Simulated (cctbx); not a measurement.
# Lattice, Laue class and space group of a new crystal

Cell: a = 5.2560 Å, b = 5.2560 Å, c = 5.2560 Å, α = 90.00°, β = 90.00°, γ = 90.00°. Expected content of the cell: Pr1 Sr3 B1.

The data are simulated with cctbx, not measured: Mo Kα, λ = 0.71073 Å, to d = 0.6 Å, 50 % of the full sphere, strongest reflection 70000 counts, noise from counting, a 3 % proportional error and a noise floor of 2 counts (s.d.); no absorption.

Tests on the unmerged data give:

```text
1441 reflections to d = 0.603 A
centring   violations  <I/sigma> of those
    A        706 of   706     15.1
    B        723 of   723     15.1
    C        699 of   699     15.0
    I        704 of   704     17.7
    R        982 of   982     17.9
    F       1064 of  1064     15.1
Laue class    unique    Rint  (classes that these axes allow; Friedel mates merged)
P -1             1080   0.018
P 1 2/m 1         711   0.021
P 1 1 2/m         698   0.021
P 2/m 1 1         693   0.020
P m m m           428   0.023
P 4/m             380   0.023
P 4/m m m         243   0.025
R -3 :R           463   0.024
R -3 m :R         279   0.026
P m -3            152   0.027
P m -3 m          101   0.027
space group    extra absences  I>4sigma  <I/sigma>
P 4 3 2                 0          0         -  acentric
P -4 3 m                0          0         -  acentric
P m -3 m                0          0         -  centric
Wilson B = 2.23 A^2   <|E^2-1|> = 0.739 (0.968 centric, 0.736 acentric)   E^2>4: 0.0 %
shell (A)         n   <I/sigma>
 5.26 - 1.20     20     69.1
 1.20 - 0.96     13     81.2
 0.96 - 0.84     11     69.2
 0.84 - 0.76     10     71.7
 0.76 - 0.70     14     59.0
 0.70 - 0.66     10     63.9
 0.66 - 0.63     12     49.1
 0.63 - 0.60     11     47.6
```

**Question.** What are the lattice type, the Laue class and the likely space group?

Every centring test has many violations, so the lattice is primitive.

Rint stays low (0.018 to 0.027) up to P m -3 m, the highest class in these axes.

3 settings pass the absence test. No glide or screw absences show, which leaves P 4 3 2, P -4 3 m and P m -3 m.

⟨|E²−1|⟩ = 0.739 leans to a non-centrosymmetric structure. Here that hint misleads: the statistic assumes many like atoms on general positions, and few, heavy or special-position atoms break it. The Wilson B of 2.23 Å² means U ≈ 0.0282 Å².

The true group is Pm-3m (no. 221), Laue class m-3m, centrosymmetric. The tables only narrow the choice to the tied entries; cell content, site symmetry and trial solutions must settle it.

The model is made up (kin elements in a known structure type, no relaxation), so it says nothing on whether the phase exists.

[Logs are printed without paths, hosts, clocks, repeated set-up lines and the standing remarks that a program may print on its own settings, such as how far it seeks lower states.]
